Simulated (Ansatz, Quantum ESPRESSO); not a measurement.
# TiSnTe3 (Pm-3m): zone-centre phonons

Aim: the zone-centre modes of TiSnTe3 (Pm-3m).

Main program and level: Quantum ESPRESSO 8.0 development, patched; DFT LDA, scalar-relativistic, plane waves, PseudoDojo norm-conserving pseudopotentials.

Most raw output is cut from this account.

The structure was built from a prototype and need not be the compound's stable phase.

## 1. Starting point

Symmetry: Pm-3m, No. 221, cubic system. Conventional cell: a = 5.471 Å, b = 5.471 Å, c = 5.471 Å, α = 90.00°, β = 90.00°, γ = 90.00°. Nearest to Sn lie 12 Te at 3.87 Å. Nearest to Ti lie 6 Te at 2.74 Å. Te has 2 Ti at 2.74 Å nearest. Farther neighbours and most contacts between anions are not listed.

## 2. A probe with smearing

Before anything dear is run, a loose run with smearing shows whether this is a metal and how far the cell is from rest.

Input file probe.in:

```
&CONTROL
  calculation = 'scf'
  prefix      = 'x'
  outdir      = './tmp'
  pseudo_dir  = './pseudo'
  tprnfor     = .true.
  tstress     = .true.
  verbosity   = 'high'
/
&SYSTEM
  ibrav       = 1
  celldm(1)   = 10.33831368
  nat         = 5
  ntyp        = 3
  ecutwfc     = 84.0
  occupations = 'smearing'
  smearing    = 'gaussian'
  degauss     = 0.01
/
&ELECTRONS
  conv_thr         = 1.0d-07
  mixing_beta      = 0.7
  electron_maxstep = 100
/
ATOMIC_SPECIES
 Sn    118.7100  Sn.upf
 Ti     47.8670  Ti.upf
 Te    127.6000  Te.upf
ATOMIC_POSITIONS crystal
 Sn     0.000000000   0.000000000   0.000000000
 Ti     0.500000000   0.500000000   0.500000000
 Te     0.500000000   0.500000000   0.000000000
 Te     0.500000000   0.000000000   0.500000000
 Te     0.000000000   0.500000000   0.500000000
K_POINTS automatic
 4 4 4 0 0 0
```

The run is started by

```
OMP_NUM_THREADS=1 mpirun -n 4 pw.x -nk 4 -in probe.in > probe.out
```

Run time: 21 s. Hardware: 4 MPI ranks of AMD EPYC 9R45, shared host; 83 s of CPU time.

Numbers from this step:

```yaml
volume_per_atom: 32.75 Å³
pressure: -5.637 GPa
gap_on_the_k_mesh: 0 eV
```

No gap opens on this mesh, so smearing is kept; the start stands at -5.6 GPa.

## 3. Relaxation

The relaxation runs at a cutoff a fifth above that of the response, since stress converges more slowly with the basis than frequencies do. Forces and stress are brought to rest with tight thresholds.

Input file relax.in:

```
&CONTROL
  calculation   = 'vc-relax'
  prefix        = 'x'
  outdir        = './tmp'
  pseudo_dir    = './pseudo'
  tprnfor       = .true.
  tstress       = .true.
  forc_conv_thr = 2.0d-05
  etot_conv_thr = 1.0d-07
  nstep         = 40
/
&SYSTEM
  ibrav       = 1
  celldm(1)   = 10.33831368
  nat         = 5
  ntyp        = 3
  ecutwfc     = 101
  occupations = 'smearing'
  smearing    = 'mv'
  degauss     = 0.02
/
&ELECTRONS
  conv_thr         = 1.0d-11
  mixing_beta      = 0.7
  electron_maxstep = 100
/
&IONS
/
&CELL
  press_conv_thr = 0.2
/
ATOMIC_SPECIES
 Sn    118.7100  Sn.upf
 Ti     47.8670  Ti.upf
 Te    127.6000  Te.upf
ATOMIC_POSITIONS crystal
 Sn     0.000000000   0.000000000   0.000000000
 Ti     0.500000000   0.500000000   0.500000000
 Te     0.500000000   0.500000000   0.000000000
 Te     0.500000000   0.000000000   0.500000000
 Te     0.000000000   0.500000000   0.500000000
K_POINTS automatic
 6 6 6 0 0 0
```

The run is started by

```
OMP_NUM_THREADS=1 mpirun -n 4 pw.x -nk 4 -in relax.in > relax.out
```

Elapsed: 5.3 min, on 4 MPI ranks.

The steps of the relaxation:

```tsv
step	energy less that of the first step (eV)	largest force (eV/Å)	pressure (GPa)	volume (Å³)
1	0.0000	0.0000	-5.61	163.74
2	-0.1484	0.0000	-4.63	159.10
3	-0.3081	0.0000	-2.83	152.32
4	-0.3802	0.0000	0.64	142.69
5	-0.3832	0.0000	-0.06	144.38
6	-0.3832	0.0000	0.00	144.23
7	-0.3832	0.0000	0.00	144.23
8	-0.3811	0.0000	0.00	144.23
```

```tsv
conventional cell, symmetrised	before	after	change
a (Å)	5.471	5.244	-4.1 %
b (Å)	5.471	5.244	-4.1 %
c (Å)	5.471	5.244	-4.1 %
volume (Å³/atom)	32.75	28.85	-11.9 %
```

Final coordinates:

```
Sn Ti Te
1.0
     5.24431    0.00000    0.00000
     0.00000    5.24431    0.00000
     0.00000    0.00000    5.24431
Sn Ti Te
1 1 3
Direct
  0.00000 0.00000 0.00000
  0.50000 0.50000 0.50000
  0.50000 0.50000 0.00000
  0.50000 0.00000 0.50000
  0.00000 0.50000 0.50000
```

The last row of the table of steps is pw.x's closing run on a basis chosen anew for the final cell, so its energy can jump.

Read from the output:

| Item | Value |
| --- | --- |
| volume per atom | 28.85 Å³ |
| pressure | -0.004 GPa |

The volume changes by -11.9 % from the cell with which this run began.

## 4. Ground state

Perturbation theory inherits every error of the wavefunctions, so the threshold is set near the limit of the arithmetic. Smearing stays on, as the first look found no gap above 0.3 eV.

Input file scf.in:

```
&CONTROL
  calculation = 'scf'
  prefix      = 'x'
  outdir      = './tmp'
  pseudo_dir  = './pseudo'
  tprnfor     = .true.
  tstress     = .true.
/
&SYSTEM
  ibrav       = 1
  celldm(1)   = 9.91030802
  nat         = 5
  ntyp        = 3
  ecutwfc     = 84.0
  occupations = 'smearing'
  smearing    = 'mv'
  degauss     = 0.02
/
&ELECTRONS
  conv_thr         = 1.0d-12
  mixing_beta      = 0.7
  electron_maxstep = 100
/
ATOMIC_SPECIES
 Sn    118.7100  Sn.upf
 Ti     47.8670  Ti.upf
 Te    127.6000  Te.upf
ATOMIC_POSITIONS crystal
 Sn     0.000000000   0.000000000   0.000000000
 Ti     0.500000000   0.500000000   0.500000000
 Te     0.500000000   0.500000000   0.000000000
 Te     0.500000000   0.000000000   0.500000000
 Te     0.000000000   0.500000000   0.500000000
K_POINTS automatic
 6 6 6 0 0 0
```

The run is started by

```
OMP_NUM_THREADS=1 mpirun -n 4 pw.x -nk 4 -in scf.in > scf.out
```

Run time: 37 s. Hardware: 4 MPI ranks; 2.5 min of CPU time.

This step gave:

| Property | Result |
| --- | --- |
| pressure | 0.001 GPa |

The cell stands at 0.001 GPa, close enough for phonons.

## 5. Linear response at Γ

At q = 0 one unit cell holds all displacements; symmetry groups them into irreducible representations that are solved one by one. With smeared occupations no response to a homogeneous field can be asked.

Input file ph.in:

```
phonons
&INPUTPH
  prefix       = 'x'
  outdir       = './tmp'
  fildyn       = 'g.dyn'
  tr2_ph       = 1.0d-18
  alpha_mix(1) = 0.4
  nmix_ph      = 8
/
0.000000000000 0.000000000000 0.000000000000
```

The run is started by

```
OMP_NUM_THREADS=1 mpirun -n 4 ph.x -nk 4 -in ph.in > ph.out
```

The job ended after 24 min (4 MPI ranks).

Numbers from this step:

- largest acoustic frequency at the zone centre before the sum rule: 0.48 cm⁻¹
- highest optical zone-centre mode (no LO-TO term): 257.2 cm⁻¹
- lowest optical zone-centre mode: -94.29 cm⁻¹

The acoustic modes at Γ come out as far as 0.5 cm⁻¹ from zero, where they should vanish, a small numerical error. The lowest optical mode is imaginary, 94i cm⁻¹, an instability at this level and on this k mesh.

## 6. Modes with the sum rule

A rigid shift of the crystal must cost nothing, but grids and finite bases break this; the acoustic sum rule is imposed before the matrix is diagonalised again.

Input file dynmat.in:

```
&INPUT
  fildyn = 'g.dyn'
  asr    = 'simple'
  fileig = 'dynmat.eig'
/
```

The run is started by

```
dynmat.x -in dynmat.in > dynmat.out
```

Run time: 0.59 s. Hardware: 1 thread.

Unit eigenvectors of the mass-weighted matrix after the sum rule; no LO-TO term. Modes at Γ, with each element's share of the kinetic energy (negative means imaginary):

```tsv
mode	frequency (cm⁻¹)	Sn %	Ti %	Te %
1	-94.3	62	2	36
2	-94.3	62	2	36
3	-94.3	62	2	36
4	-68.7	0	0	100
5	-68.7	0	0	100
6	-68.7	0	0	100
7	0.0	22	9	70
8	0.0	22	9	70
9	0.0	22	9	70
10	12.1	16	33	51
11	12.1	16	33	51
12	12.1	16	33	51
13	257.2	0	57	43
14	257.2	0	57	43
15	257.2	0	57	43
```

Displacements in mode 3 (-94.3 cm⁻¹), the largest set to 1:
```
Sn1  0.03 -0.38  1.00
Ti2  0.01 -0.10  0.26
Te3 -0.01  0.20  0.01
Te4 -0.01  0.00 -0.52
Te5  0.00  0.20 -0.52
```

Displacements in mode 10 (12.1 cm⁻¹), the largest set to 1:
```
Sn1 -0.05  0.02 -0.45
Ti2  0.12 -0.05  1.00
Te3 -0.04  0.01  0.64
Te4 -0.04 -0.03 -0.30
Te5  0.08  0.01 -0.30
```

The rule moves no optical mode by more than 0.1 cm⁻¹.

## 7. Sum rules set otherwise: a sum rule for molecules or wires on a crystal

This rule also removes rotations, which suits molecules and not a crystal; it is tried to see the harm.

Input file dynmat.in:

```
&INPUT
  fildyn = 'g.dyn'
  asr    = 'zero-dim'
  fileig = 'dynmat.eig'
/
```

The run is started by

```
dynmat.x -in dynmat.in > dynmat.out
```

Run time: 0.59 s. Hardware: 1 thread.

The run ended normally, but on settings that are not sound.

The fault: a sum rule for molecules or wires on a crystal; 3 optical modes are projected out to zero frequency, as if they were rotations.

For a crystal the rule has to be 'simple' or 'crystal'.

Zone-centre frequencies as printed; negative means imaginary. Modes:

```tsv
mode	frequency (cm⁻¹)
1	-94.29
2	-91.04
3	-91.04
4	-62.6
5	-62.6
6	0
7	0
8	0
9	0
10	0
11	0
12	12.18
13	257.2
14	263.8
15	263.8
```

## 8. Sum rules set otherwise (asr no)

Without the rule the raw error of the acoustic modes shows.

Input file dynmat.in:

```
&INPUT
  fildyn = 'g.dyn'
  asr    = 'no'
  fileig = 'dynmat.eig'
/
```

The run is started by

```
dynmat.x -in dynmat.in > dynmat.out
```

Elapsed: 0.58 s, on 1 thread.

Zone-centre frequencies as printed; negative means imaginary. Modes:

```tsv
mode	frequency (cm⁻¹)
1	-94.29
2	-94.29
3	-94.29
4	-68.7
5	-68.7
6	-68.7
7	0.48
8	0.48
9	0.48
10	12.2
11	12.2
12	12.2
13	257.2
14	257.2
15	257.2
```

Against the first rule no mode moves by more than 0.5 cm⁻¹.

## 9. Cross-check with Ansatz

The same cell goes through another code at the same cutoff. The files are of one family, but Ansatz's library holds files of its own making for some heavy elements, so those for Sn and Te may differ. Its k mesh is centred on Γ.

This step: DFT LDA, scalar-relativistic, plane waves, norm-conserving pseudopotentials of its library (PseudoDojo's, some remade) (Ansatz 0.2.0).

Input file input.yaml:

```yaml
crystal:
  lattice:
    - [5.2443091577, 0.0, 0.0]
    - [0.0, 5.2443091577, 0.0]
    - [0.0, 0.0, 5.2443091577]
  atoms:
    - { symbol: Sn, position: [0.0, 0.0, 0.0] }
    - { symbol: Ti, position: [0.5, 0.5, 0.5] }
    - { symbol: Te, position: [0.5, 0.5, 0.0] }
    - { symbol: Te, position: [0.5, 0.0, 0.5] }
    - { symbol: Te, position: [0.0, 0.5, 0.5] }
kpoints:
  mp_grid: { grid: [6, 6, 6] }
hamiltonian:
  xc: lda
  pseudopotentials: { kind: nc, accuracy: standard }
scf:
  occupations: { method: cold, width: 0.27211 }
output:
  eigenvalues: true
basis:
  ecutwfc: 1142.878
phonons:
  method: dfpt
```

The run is started by

```
ansatz run input.yaml --threads 4 --pin off --max-ram 16384MiB --backend cpu --events-out ev --progress --plain --runs-dir out
```

It took 86 s on 4 threads; peak memory 5.2 GiB; 5.5 min of CPU time.

Read from the output:

| Quantity | Value |
| --- | --- |
| sum-rule residual before enforcement | 3.10e-4 eV/Å² |
| highest optical zone-centre mode (no LO-TO term) | 255.5 cm⁻¹ |
| lowest optical zone-centre mode | -94.56 cm⁻¹ |

## 10. The two compared: QE PseudoDojo and Ansatz, library NC

Worked out from the results:

| Quantity | Value |
| --- | --- |
| root-mean-square difference | 1.05 cm⁻¹ |
| largest difference | 1.71 cm⁻¹ |

The 12 of 12 modes that differ most. Frequencies side by side:

```tsv
q (reciprocal lattice)	mode	QE PseudoDojo (cm⁻¹)	Ansatz, library NC (cm⁻¹)
0 0 0	1	-94.29	-94.56
0 0 0	2	-94.29	-94.56
0 0 0	3	-94.29	-94.56
0 0 0	4	-68.69	-68.72
0 0 0	5	-68.69	-68.72
0 0 0	6	-68.69	-68.72
0 0 0	10	12.11	10.92
0 0 0	11	12.11	10.92
0 0 0	12	12.11	10.92
0 0 0	13	257.2	255.5
0 0 0	14	257.2	255.5
0 0 0	15	257.2	255.5
```

At the zone centre the largest difference (acoustic modes at Γ apart) is 0.7 % of the highest mode.

## 11. Results

```
space group after relaxation                                           : Pm-3m
volume per atom                                                        : 28.8 Å³
highest optical zone-centre mode (no LO-TO term)                       : 257.2 cm⁻¹
lowest optical zone-centre mode                                        : -94.3 cm⁻¹
imaginary optical modes at the zone centre (no q mesh in this session) : yes
largest difference from Ansatz, library NC                             : 1.71 cm⁻¹
```

At the LDA level the optical modes of TiSnTe3 (Pm-3m) at the zone centre run from 94i to 257 cm⁻¹, so the structure is a saddle point, with 6 modes beyond 10i cm⁻¹ there. Of the 12 optical modes, 9 are infrared active alone and 3 are silent. QE PseudoDojo and Ansatz, library NC differ by 1.1 cm⁻¹ in the root mean square and by 1.7 cm⁻¹ at most, 0.7 % of the highest mode compared (acoustic modes at Γ left out); the two use different potentials, and the cell was not relaxed for the second set. These are harmonic frequencies at zero temperature: anharmonic shifts and linewidths and thermal expansion are left out. Spin-orbit coupling is left out, which can matter for the heavy elements here. In a metal the frequencies hang on the k mesh and the smearing, most of all near Kohn anomalies. The total energies of the two programs lie far apart, so at least one potential file in Ansatz's library differs from the published one read by the first program. The build is a development version in which the Raman tensors of release 7.5 are mended; dynmat.x leaves out the electro-optic term of LO lines. The structure is a hypothetical one, built on a prototype.

[Host names and launcher messages were left out of these logs when they were recorded.]

[Logs are printed without paths, hosts, clocks, repeated set-up lines and the standing remarks that a program may print on its own settings, such as how far it seeks lower states.]

[Hosts, paths, dates, database ids (printed as entryN), source tags and the programs' standing remarks are cut or masked in the printed files.]
